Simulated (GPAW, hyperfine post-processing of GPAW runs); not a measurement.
# A contact shift by hand: 25Mg in MgV2CdO6

A spin-polarised calculation (DFT, revPBE+U, plane-wave PAW, GPAW setups, collinear spin, scalar-relativistic; GPAW) with all V moments parallel (S = 0.5 each) puts a spin density ρ↑ − ρ↓ of 0.1494 e/Å³, counted along the moments, at one Mg nucleus (5 V through links of 91° (2), 102° (2), 118 to 124° (2) and 149° (1)). Take g = 2, spin-only moments and Θ = 0 K (a pure Curie law); γ/2π of 25Mg is -2.6083 MHz/T.

**Task.** Find the contact field, the hyperfine constant and the contact shift at 320 K and 400 K, supposing that the crystal is a paramagnet with these local moments at both.

1. A spin density ρ_s carries a moment density μB ρ_s, and the contact field is B_c = (2μ₀/3) μB ρ_s. For 1 e/Å³ that is 7.769 T, so B_c = 1.161 T.

2. With H = A S·I summed over the ions, A = γB_c/(2πS) = -2.6083 × 1.161 / 0.5 = -6.06 MHz.

3. In a field B0 the paramagnet reaches only a fraction of saturation, M/M_sat = g μB (S + 1) B0 / [3 k_B (T − Θ)]. At 320 K this is 2.0991e-03 per tesla, or 0.987 % at 4.7 T.

4. The shift is that fraction of B_c over B0, so B0 drops out: δ = 1.161 × 2.0991e-03 × 10⁶ = 2440 ppm at 320 K.

5. At 400 K it scales by (320 − Θ)/(400 − Θ) = 0.800, to 1950 ppm.

6. The sign says that the spin at the nucleus is parallel to the V moments, as where half-filled orbitals delocalise onto the site. Over this level and the 5 others of the session's ladder with the same moment and an open gap (any hybrids aside), the field runs from 1.03 to 1.44 T. Spin flips in this cell gave a rough Θ of 61 K, not relied on, which would scale the first shift by 1.24. Orbital and pseudocontact parts are not included.

[Hosts, paths, dates, database ids (printed as entryN), source tags and the programs' standing remarks are cut or masked in the printed files.]
